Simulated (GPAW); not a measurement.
**Ti K-edge XANES of TiSi2 (Cmcm)**

Aim: the dependence of the Ti K near-edge features of TiSi2 (Cmcm) on volume.

Method: X-ray absorption from dipole matrix elements to empty bands, plane-wave PAW LDA, in GPAW 26.7.0.

Most raw output is cut from this account.

## (1) The structure

The structure is orthorhombic, space group Cmcm (No. 63). The conventional cell has a = 3.530 Å, b = 13.519 Å, c = 3.565 Å, α = 90.00°, β = 90.00°, γ = 90.00°. Nearest to Ti lie 10 Si at 2.58 to 2.81 Å. Si has 4 Si at 2.51 Å and 4 Ti at 2.66 to 2.67 Å nearest. Nearest to Si lie 2 Si at 2.38 Å and 6 Ti at 2.58 to 2.81 Å. Farther neighbours are not listed.

## (2) The field without a hole

The ground state comes first: it tells whether the system has a gap, which decides how the excited electron is treated.

scf.py

```python
import numpy as np
from ase import Atoms
from ase.parallel import parprint, paropen
from gpaw import GPAW, PW, FermiDirac, Mixer, MixerDif, setup_paths
from gpaw.test import gen
setup_paths.insert(0, '.')
gen('Ti', name='nch1s', xcname='LDA', corehole=(1, 0, 0), write_xml=True)
from gpaw.mpi import world
world.barrier()

atoms = Atoms('Ti2Si4',
    cell=[[1.76510502, -6.75928154, 0],
     [1.76510502, 6.75928154, 0],
     [0, 0, 3.56517397]],
    scaled_positions=[[0.10311808, 0.89688192, 0.25],
     [0.89688192, 0.10311808, 0.75],
     [0.75031482, 0.24968518, 0.25],
     [0.24968518, 0.75031482, 0.75],
     [0.44174855, 0.55825145, 0.25],
     [0.55825145, 0.44174855, 0.75]],
    pbc=True)
atoms.calc = calc = GPAW(legacy_gpaw=True, mode=PW(430, force_complex_dtype=True), xc='LDA', setups={0: 'nch1s'},
    kpts={'size': (7, 7, 7), 'gamma': True}, occupations=FermiDirac(0.05),
    charge=0, mixer=Mixer(0.1, 5, 50), maxiter=150,
    convergence={'density': 0.0001, 'eigenstates': 1e-6}, txt='scf.txt')
energy = atoms.get_potential_energy() + calc.get_reference_energy()
ef = calc.get_fermi_level()
out = dict(energy=energy, fermi=ef, forces=atoms.get_forces().tolist())
parprint(f'all-electron energy {energy:.4f} eV, Fermi level {ef:.4f} eV')
ev = np.array([[calc.get_eigenvalues(k, s) for k in range(len(calc.get_ibz_k_points()))] for s in range(calc.get_number_of_spins())])
out['homo'], out['lumo'], out['counts'] = ev[ev < ef].max(), ev[ev > ef].min(), sorted(set((ev < ef).sum((0, 2)).tolist()))
out['filled'] = (ev[:, 0] < ef).sum(1).tolist()
import json
with paropen('out.json', 'w') as f:
    json.dump(out, f)
```

On the command line:

```
$ OMP_NUM_THREADS=1 mpirun -n 4 gpaw python scf.py
```

The job ended after 29 s (4 MPI ranks of AMD EPYC 9R14 (Zen 4), shared host; peak memory 0.25 GiB).

The mesh shows no gap, so the system is treated as a metal and the core electron is put at the Fermi level (neutral cell).

## (3) Reference energy of the supercell

The photon energy needs a difference of total energies, so the cell and mesh of the coming hole run are first run without a hole.

Changes to scf.py since step 2:

```diff
@@ -10,15 +10,21 @@
 
-atoms = Atoms('Ti2Si4',
-    cell=[[1.76510502, -6.75928154, 0],
-     [1.76510502, 6.75928154, 0],
-     [0, 0, 3.56517397]],
-    scaled_positions=[[0.10311808, 0.89688192, 0.25],
-     [0.89688192, 0.10311808, 0.75],
-     [0.75031482, 0.24968518, 0.25],
-     [0.24968518, 0.75031482, 0.75],
-     [0.44174855, 0.55825145, 0.25],
-     [0.55825145, 0.44174855, 0.75]],
+atoms = Atoms('Ti4Si8',
+    cell=[[3.53021005, 0, 3.56517397],
+     [-3.53021005, 0, 3.56517397],
+     [1.76510502, -6.75928154, 0]],
+    scaled_positions=[[0.57344096, 0.67655904, 0.20623616],
+     [0.07344096, 0.17655904, 0.20623616],
+     [0.42655904, 0.32344096, 0.79376384],
+     [0.92655904, 0.82344096, 0.79376384],
+     [0.24984259, 0.00015741, 0.50062964],
+     [0.74984259, 0.50015741, 0.50062964],
+     [0.75015741, 0.99984259, 0.49937036],
+     [0.25015741, 0.49984259, 0.49937036],
+     [0.40412572, 0.84587428, 0.8834971],
+     [0.90412572, 0.34587428, 0.8834971],
+     [0.59587428, 0.15412572, 0.1165029],
+     [0.09587427, 0.65412572, 0.1165029]],
     pbc=True)
 atoms.calc = calc = GPAW(legacy_gpaw=True, mode=PW(430, force_complex_dtype=True), xc='LDA', setups={0: 'nch1s'},
-    kpts={'size': (7, 7, 7), 'gamma': True}, occupations=FermiDirac(0.05),
+    kpts={'size': (5, 5, 4), 'gamma': True}, occupations=FermiDirac(0.1),
     charge=0, mixer=Mixer(0.1, 5, 50), maxiter=150,
```

Elapsed: 39 s, on 4 MPI ranks; peak memory 0.3 GiB.

Reference energy: -155650.659 eV with the cores included.

## (4) Spectrum with XCH, Ti atom 1

The holes are 5.0 Å apart. In GPAW the data set carries the hole's charge, so charge=0 means a charged cell and charge=-1 a neutral one. The excited electron is kept in the cell, where it fills the lowest empty states and screens the hole. After the field has converged, empty bands are computed with the density fixed and the dipole matrix elements are summed.

The absorber has 4 Si at 2.58 Å, 4 Si at 2.66 Å and 2 Si at 2.81 Å (10-fold, site symmetry m2m).

xas.py

```python
import numpy as np
from ase import Atoms
from ase.parallel import parprint, paropen
from gpaw import GPAW, PW, FermiDirac, Mixer, MixerDif, setup_paths
from gpaw.test import gen
setup_paths.insert(0, '.')
gen('Ti', name='fch1s', xcname='LDA', corehole=(1, 0, 1), write_xml=True)
from gpaw.mpi import world
world.barrier()

atoms = Atoms('Ti4Si8',
    cell=[[3.53021005, 0, 3.56517397],
     [-3.53021005, 0, 3.56517397],
     [1.76510502, -6.75928154, 0]],
    scaled_positions=[[0.57344096, 0.67655904, 0.20623616],
     [0.07344096, 0.17655904, 0.20623616],
     [0.42655904, 0.32344096, 0.79376384],
     [0.92655904, 0.82344096, 0.79376384],
     [0.24984259, 0.00015741, 0.50062964],
     [0.74984259, 0.50015741, 0.50062964],
     [0.75015741, 0.99984259, 0.49937036],
     [0.25015741, 0.49984259, 0.49937036],
     [0.40412572, 0.84587428, 0.8834971],
     [0.90412572, 0.34587428, 0.8834971],
     [0.59587428, 0.15412572, 0.1165029],
     [0.09587427, 0.65412572, 0.1165029]],
    pbc=True)
atoms.calc = calc = GPAW(legacy_gpaw=True, mode=PW(430, force_complex_dtype=True), xc='LDA', setups={0: 'fch1s'},
    kpts={'size': (5, 5, 4), 'gamma': True}, occupations=FermiDirac(0.1),
    charge=-1, mixer=Mixer(0.1, 5, 50), maxiter=150,
    convergence={'density': 0.0001, 'eigenstates': 1e-6}, txt='scf.txt')
energy = atoms.get_potential_energy() + calc.get_reference_energy()
ef = calc.get_fermi_level()
out = dict(energy=energy, fermi=ef, forces=atoms.get_forces().tolist())
parprint(f'all-electron energy {energy:.4f} eV, Fermi level {ef:.4f} eV')
ev = np.array([[calc.get_eigenvalues(k, s) for k in range(len(calc.get_ibz_k_points()))] for s in range(calc.get_number_of_spins())])
out['homo'], out['lumo'], out['counts'] = ev[ev < ef].max(), ev[ev > ef].min(), sorted(set((ev < ef).sum((0, 2)).tolist()))
out['filled'] = (ev[:, 0] < ef).sum(1).tolist()

from ase.units import Ha
from gpaw.xas import dipole_matrix_elements
nb = int(calc.get_number_of_electrons() / 2) + 124
top, nb = nb, nb + 8 + nb // 12
nscf = calc.fixed_density(kpts={'size': (7, 7, 5), 'gamma': True}, nbands=nb,
    convergence={'bands': top, 'eigenstates': 5e-3}, maxiter=60, txt='nscf.txt')
cell = atoms.cell.array
ops = [cell.T @ U.T @ np.linalg.inv(cell.T) for U in nscf.wfs.kd.symmetry.op_scc]
E = np.arange(-6, 34, 0.1)
fwhm = np.interp(E, [4, 25], [0.94, 3.5])
Y, X, zero, highest = 0, 0, 1e9, 1e9
for spin in range(nscf.get_number_of_spins()):
    wfs = nscf.wfs
    mine = wfs.bd.get_slice()  # this rank's bands
    A = dipole_matrix_elements(wfs.setups[0])
    eps = np.zeros((wfs.kd.nibzkpts, nb))
    d = np.zeros((3, A.shape[1], wfs.kd.nibzkpts, nb), complex)
    for kpt in wfs.kpt_u:
        if kpt.s == spin and 0 in kpt.P_ani:
            eps[kpt.k, mine] = kpt.eps_n * Ha
            d[:, :, kpt.k, mine] = (kpt.weight * wfs.nspins / 2) ** 0.5 * np.inner(A, kpt.P_ani[0])
    world.sum(eps)
    world.sum(d)
    T = np.einsum('amkn,bmkn->abkn', d, d.conj()).real
    T = sum(np.einsum('ai,ijkn,bj->abkn', R, T, R) for R in ops) / len(ops)
    empty = eps > ef
    zero, highest = min(zero, eps[empty].min()), min(highest, eps[:, top - 1].min())
    lines = [(eps, T, empty)] if spin == 0 else lines + [(eps, T, empty)]
for eps, T, empty in lines:
    f = np.einsum('aakn->akn', T).reshape(3, -1)
    x = eps.ravel() - zero
    w = np.interp(x, E, fwhm) / 2.35482
    g = np.exp(-0.5 * ((E[:, None] - x) / w) ** 2) / (w * (2 * np.pi) ** 0.5)
    Y = Y + (f * empty.ravel()) @ g.T
    X = X + (f * ~empty.ravel()) @ g.T
out.update(E=E.round(2).tolist(), xas=Y.tolist(), xes=X.tolist(), zero=zero, valid=highest - zero, nk=len(eps), nb=nb)
for i in range(0, len(E), 10):
    parprint(f'{E[i]:7.2f}', *(f'{v:10.3e}' for v in Y[:, i]))
import json
with paropen('out.json', 'w') as f:
    json.dump(out, f)
```

On the command line:

```
$ OMP_NUM_THREADS=1 mpirun -n 4 gpaw python xas.py
```

Elapsed: 3 min, on 4 MPI ranks; peak memory 0.86 GiB.

The Ti K spectrum, Ti atom 1, excited-electron core hole (neutral cell) (energy from the lowest empty level; intensity scaled to a mean of 1 over the first 20 eV; polarised curves are means over the symmetry-equivalent atoms):

```csv
E (eV),isotropic,ε ∥ x,ε ∥ y,ε ∥ z
-2.0,0.00,0.00,0.00,0.00
-1.4,0.00,0.00,0.00,0.00
-0.8,0.00,0.00,0.00,0.00
-0.2,0.06,0.05,0.06,0.06
0.4,0.24,0.24,0.20,0.28
1.0,0.46,0.54,0.24,0.60
1.6,0.51,0.70,0.27,0.57
2.2,0.59,0.80,0.35,0.60
2.8,0.73,0.82,0.48,0.89
3.4,0.85,0.89,0.67,0.98
4.0,1.03,1.11,0.85,1.14
4.6,1.05,1.16,0.94,1.05
5.2,1.01,1.12,0.99,0.93
5.8,1.03,0.97,1.02,1.09
6.4,1.06,0.94,1.07,1.18
7.0,1.09,0.97,1.22,1.09
7.6,1.13,0.99,1.41,0.98
8.2,1.17,1.05,1.53,0.93
8.8,1.23,1.09,1.58,1.02
9.4,1.22,1.04,1.47,1.15
10.0,1.12,0.96,1.23,1.16
10.6,0.97,0.89,0.97,1.04
11.2,0.84,0.83,0.78,0.90
11.8,0.78,0.79,0.69,0.85
12.4,0.79,0.80,0.68,0.88
13.0,0.87,0.90,0.74,0.96
13.6,0.99,1.07,0.85,1.05
14.2,1.12,1.23,1.00,1.12
14.8,1.21,1.30,1.17,1.15
15.4,1.24,1.26,1.32,1.14
16.0,1.23,1.17,1.40,1.10
16.6,1.20,1.10,1.43,1.06
17.2,1.17,1.06,1.43,1.02
17.8,1.17,1.06,1.44,1.01
18.4,1.22,1.12,1.48,1.05
19.0,1.31,1.26,1.54,1.14
19.6,1.44,1.44,1.63,1.27
20.2,1.58,1.62,1.70,1.41
20.8,1.68,1.76,1.74,1.54
21.4,1.74,1.84,1.73,1.66
22.0,1.76,1.86,1.67,1.76
22.6,1.75,1.84,1.58,1.82
23.2,1.71,1.80,1.50,1.83
23.8,1.66,1.75,1.43,1.82
24.4,1.61,1.69,1.37,1.77
25.0,1.56,1.64,1.33,1.71
25.6,1.51,1.58,1.31,1.65
26.2,1.46,1.50,1.30,1.58
26.8,1.41,1.42,1.28,1.52
27.4,1.34,1.32,1.25,1.46
28.0,1.27,1.22,1.20,1.38
28.6,1.18,1.11,1.14,1.29
29.2,1.10,1.03,1.07,1.19
29.8,1.01,0.95,1.01,1.08
30.4,0.94,0.89,0.95,0.97
```

Main maxima below 30 eV (height): 4.3 eV (1.06), 9.0 eV (1.24), 15.5 eV (1.24) and 22.0 eV (1.76). A K edge sees empty p states, which here mix into the lowest empty bands, so that weight starts at the zero.

The total-energy difference is 4969.88 eV. One term is added: -22.68 eV, since the hole is spin-paired here and a spin-polarised one costs that much less in the free atom (computed apart). The photon energy is then 4947.20 eV. The tabulated edge of the element is 4966 eV. The functional leaves an error in such absolute values: in the free atom LDA prices this hole 13.2 eV below PBE (computed apart), and PBE is itself good to a few eV.

## (5) Supercell without a hole, the energy reference

The cell changes for the next run, so it gets a reference energy of its own.

The cell differs from the one that the last finished run ended in (a 5.017 → 4.915 Å, b 5.017 → 4.915 Å, c 6.986 → 6.843 Å).

Changes to scf.py since step 3:

```diff
@@ -11,5 +11,5 @@
 atoms = Atoms('Ti4Si8',
-    cell=[[3.53021005, 0, 3.56517397],
-     [-3.53021005, 0, 3.56517397],
-     [1.76510502, -6.75928154, 0]],
+    cell=[[3.45814473, 0, 3.4923949],
+     [-3.45814473, 0, 3.4923949],
+     [1.72907236, -6.6212983, 0]],
     scaled_positions=[[0.57344096, 0.67655904, 0.20623616],
```

On the command line:

```
$ OMP_NUM_THREADS=1 mpirun -n 4 gpaw python scf.py
```

Wall time 34 s (4 MPI ranks); peak memory 0.29 GiB.

Reference energy: -155650.663 eV with the cores included.

## (6) Spectrum with XCH, Ti atom 1

Shorter bonds are expected to push antibonding states and scattering resonances up, and longer ones down; the cell is scaled to test that.

Changed against the first core-hole run: volume scale from 1 to 0.94.

Changes to xas.py since step 4:

```diff
@@ -11,5 +11,5 @@
 atoms = Atoms('Ti4Si8',
-    cell=[[3.53021005, 0, 3.56517397],
-     [-3.53021005, 0, 3.56517397],
-     [1.76510502, -6.75928154, 0]],
+    cell=[[3.45814473, 0, 3.4923949],
+     [-3.45814473, 0, 3.4923949],
+     [1.72907236, -6.6212983, 0]],
     scaled_positions=[[0.57344096, 0.67655904, 0.20623616],
@@ -41,3 +41,3 @@
 from gpaw.xas import dipole_matrix_elements
-nb = int(calc.get_number_of_electrons() / 2) + 124
+nb = int(calc.get_number_of_electrons() / 2) + 118
 top, nb = nb, nb + 8 + nb // 12
```

On the command line:

```
$ OMP_NUM_THREADS=1 mpirun -n 4 gpaw python xas.py
```

It took 2.8 min on 4 MPI ranks; peak memory 0.81 GiB.

```csv
E (eV),first run,this run
-2.0,0.00,0.00
-1.0,0.00,0.00
0.0,0.11,0.11
1.0,0.46,0.48
2.0,0.54,0.56
3.0,0.76,0.80
4.0,1.03,1.07
5.0,1.02,1.13
6.0,1.04,1.09
7.0,1.09,1.11
8.0,1.15,1.14
9.0,1.24,1.19
10.0,1.12,1.19
11.0,0.87,0.99
12.0,0.77,0.81
13.0,0.87,0.81
14.0,1.08,0.96
15.0,1.23,1.16
16.0,1.23,1.24
17.0,1.18,1.21
18.0,1.18,1.15
19.0,1.31,1.18
20.0,1.53,1.33
21.0,1.71,1.56
22.0,1.76,1.73
23.0,1.73,1.79
24.0,1.65,1.78
25.0,1.56,1.73
26.0,1.48,1.67
27.0,1.39,1.60
28.0,1.27,1.51
29.0,1.13,1.40
30.0,0.99,1.25
```

Against the first run the r.m.s. difference is 10 %. The highest intensity below 24 eV goes from 22.0 eV (1.76) to 23.2 eV (1.79).

The photon energy of the zero moves by -0.18 eV.

## (7) Reference energy of the supercell

The cell differs from the one that the last finished run ended in (a 4.915 → 4.967 Å, b 4.915 → 4.967 Å, c 6.843 → 6.915 Å).

Changes to scf.py since step 5:

```diff
@@ -11,5 +11,5 @@
 atoms = Atoms('Ti4Si8',
-    cell=[[3.45814473, 0, 3.4923949],
-     [-3.45814473, 0, 3.4923949],
-     [1.72907236, -6.6212983, 0]],
+    cell=[[3.49454892, 0, 3.52915965],
+     [-3.49454892, 0, 3.52915965],
+     [1.74727446, -6.6910013, 0]],
     scaled_positions=[[0.57344096, 0.67655904, 0.20623616],
```

On the command line:

```
$ OMP_NUM_THREADS=1 mpirun -n 4 gpaw python scf.py
```

Run time: 34 s. Hardware: 4 MPI ranks; peak memory 0.29 GiB; 2.2 min of CPU time.

Reference energy: -155650.737 eV with the cores included.

## (8) Spectrum with XCH, Ti atom 1

Changed against the first core-hole run: volume scale from 1 to 0.97.

Changes to xas.py since step 6:

```diff
@@ -11,5 +11,5 @@
 atoms = Atoms('Ti4Si8',
-    cell=[[3.45814473, 0, 3.4923949],
-     [-3.45814473, 0, 3.4923949],
-     [1.72907236, -6.6212983, 0]],
+    cell=[[3.49454892, 0, 3.52915965],
+     [-3.49454892, 0, 3.52915965],
+     [1.74727446, -6.6910013, 0]],
     scaled_positions=[[0.57344096, 0.67655904, 0.20623616],
@@ -41,3 +41,3 @@
 from gpaw.xas import dipole_matrix_elements
-nb = int(calc.get_number_of_electrons() / 2) + 118
+nb = int(calc.get_number_of_electrons() / 2) + 121
 top, nb = nb, nb + 8 + nb // 12
```

On the command line:

```
$ OMP_NUM_THREADS=1 mpirun -n 4 gpaw python xas.py
```

Run time: 2.9 min. Hardware: 4 MPI ranks; peak memory 0.83 GiB; 12 min of CPU time.

| E (eV) | first run | this run |
| --- | --- | --- |
| -2.0 | 0.00 | 0.00 |
| -1.0 | 0.00 | 0.00 |
| 0.0 | 0.11 | 0.11 |
| 1.0 | 0.46 | 0.47 |
| 2.0 | 0.54 | 0.55 |
| 3.0 | 0.76 | 0.78 |
| 4.0 | 1.03 | 1.06 |
| 5.0 | 1.02 | 1.07 |
| 6.0 | 1.04 | 1.06 |
| 7.0 | 1.09 | 1.10 |
| 8.0 | 1.15 | 1.14 |
| 9.0 | 1.24 | 1.22 |
| 10.0 | 1.12 | 1.16 |
| 11.0 | 0.87 | 0.93 |
| 12.0 | 0.77 | 0.78 |
| 13.0 | 0.87 | 0.83 |
| 14.0 | 1.08 | 1.02 |
| 15.0 | 1.23 | 1.20 |
| 16.0 | 1.23 | 1.24 |
| 17.0 | 1.18 | 1.19 |
| 18.0 | 1.18 | 1.16 |
| 19.0 | 1.31 | 1.24 |
| 20.0 | 1.53 | 1.44 |
| 21.0 | 1.71 | 1.65 |
| 22.0 | 1.76 | 1.77 |
| 23.0 | 1.73 | 1.78 |
| 24.0 | 1.65 | 1.73 |
| 25.0 | 1.56 | 1.65 |
| 26.0 | 1.48 | 1.58 |
| 27.0 | 1.39 | 1.50 |
| 28.0 | 1.27 | 1.39 |
| 29.0 | 1.13 | 1.26 |
| 30.0 | 0.99 | 1.11 |

The scaled spectrum changes by 5 % r.m.s. The highest intensity below 24 eV goes from 22.0 eV (1.76) to 22.6 eV (1.78).

The photon energy of the zero moves by -0.09 eV.

## (9) Reference energy of the supercell

The cell differs from the one that the last finished run ended in (a 4.967 → 5.067 Å, b 4.967 → 5.067 Å, c 6.915 → 7.055 Å).

Changes to scf.py since step 7:

```diff
@@ -11,5 +11,5 @@
 atoms = Atoms('Ti4Si8',
-    cell=[[3.49454892, 0, 3.52915965],
-     [-3.49454892, 0, 3.52915965],
-     [1.74727446, -6.6910013, 0]],
+    cell=[[3.5651649, 0, 3.60047502],
+     [-3.5651649, 0, 3.60047502],
+     [1.78258245, -6.82620947, 0]],
     scaled_positions=[[0.57344096, 0.67655904, 0.20623616],
```

On the command line:

```
$ OMP_NUM_THREADS=1 mpirun -n 4 gpaw python scf.py
```

Wall time 42 s (4 MPI ranks); peak memory 0.3 GiB; 2.8 min of CPU time.

Reference energy: -155650.451 eV with the cores included.

## (10) Spectrum with XCH, Ti atom 1

Changed against the first core-hole run: volume scale from 1 to 1.03.

Changes to xas.py since step 8:

```diff
@@ -11,5 +11,5 @@
 atoms = Atoms('Ti4Si8',
-    cell=[[3.49454892, 0, 3.52915965],
-     [-3.49454892, 0, 3.52915965],
-     [1.74727446, -6.6910013, 0]],
+    cell=[[3.5651649, 0, 3.60047502],
+     [-3.5651649, 0, 3.60047502],
+     [1.78258245, -6.82620947, 0]],
     scaled_positions=[[0.57344096, 0.67655904, 0.20623616],
@@ -41,3 +41,3 @@
 from gpaw.xas import dipole_matrix_elements
-nb = int(calc.get_number_of_electrons() / 2) + 121
+nb = int(calc.get_number_of_electrons() / 2) + 127
 top, nb = nb, nb + 8 + nb // 12
```

On the command line:

```
$ OMP_NUM_THREADS=1 mpirun -n 4 gpaw python xas.py
```

The job ended after 2.9 min (4 MPI ranks; peak memory 0.88 GiB; 12 min of CPU time).

| E (eV) | first run | this run |
| --- | --- | --- |
| -2.0 | 0.00 | 0.00 |
| -1.0 | 0.00 | 0.00 |
| 0.0 | 0.11 | 0.11 |
| 1.0 | 0.46 | 0.45 |
| 2.0 | 0.54 | 0.54 |
| 3.0 | 0.76 | 0.74 |
| 4.0 | 1.03 | 1.00 |
| 5.0 | 1.02 | 0.97 |
| 6.0 | 1.04 | 1.02 |
| 7.0 | 1.09 | 1.09 |
| 8.0 | 1.15 | 1.17 |
| 9.0 | 1.24 | 1.24 |
| 10.0 | 1.12 | 1.06 |
| 11.0 | 0.87 | 0.82 |
| 12.0 | 0.77 | 0.77 |
| 13.0 | 0.87 | 0.91 |
| 14.0 | 1.08 | 1.13 |
| 15.0 | 1.23 | 1.23 |
| 16.0 | 1.23 | 1.21 |
| 17.0 | 1.18 | 1.17 |
| 18.0 | 1.18 | 1.22 |
| 19.0 | 1.31 | 1.39 |
| 20.0 | 1.53 | 1.60 |
| 21.0 | 1.71 | 1.72 |
| 22.0 | 1.76 | 1.72 |
| 23.0 | 1.73 | 1.65 |
| 24.0 | 1.65 | 1.56 |
| 25.0 | 1.56 | 1.47 |
| 26.0 | 1.48 | 1.37 |
| 27.0 | 1.39 | 1.27 |
| 28.0 | 1.27 | 1.14 |
| 29.0 | 1.13 | 1.01 |
| 30.0 | 0.99 | 0.89 |

Against the first run the r.m.s. difference is 5 %. The highest intensity below 24 eV goes from 22.0 eV (1.76) to 21.4 eV (1.73).

The photon energy of the zero moves by +0.08 eV.

## (11) Reference energy of the supercell

The cell differs from the one that the last finished run ended in (a 5.067 → 5.116 Å, b 5.067 → 5.116 Å, c 7.055 → 7.123 Å).

Changes to scf.py since step 9:

```diff
@@ -11,5 +11,5 @@
 atoms = Atoms('Ti4Si8',
-    cell=[[3.5651649, 0, 3.60047502],
-     [-3.5651649, 0, 3.60047502],
-     [1.78258245, -6.82620947, 0]],
+    cell=[[3.59944743, 0, 3.63509709],
+     [-3.59944743, 0, 3.63509709],
+     [1.79972372, -6.89185012, 0]],
     scaled_positions=[[0.57344096, 0.67655904, 0.20623616],
```

On the command line:

```
$ OMP_NUM_THREADS=1 mpirun -n 4 gpaw python scf.py
```

Wall time 43 s (4 MPI ranks); peak memory 0.3 GiB; 2.9 min of CPU time.

Reference energy: -155650.134 eV with the cores included.

[end of part 1 of 2]

[Logs are printed without paths, hosts, clocks, repeated set-up lines and the standing remarks that a program may print on its own settings, such as how far it seeks lower states.]

[Hosts, paths, dates, database ids (printed as entryN), source tags and the programs' standing remarks are cut or masked in the printed files.]

[Lists of maxima count a maximum above −3 eV only where it reaches 4 % of the highest in the window and stands out from its surroundings by 2 % of it (1.5 % where it reaches 55 %); shoulders and weaker maxima are passed over, and of the rest the first, up to two pre-edge ones and the few strongest are named.]
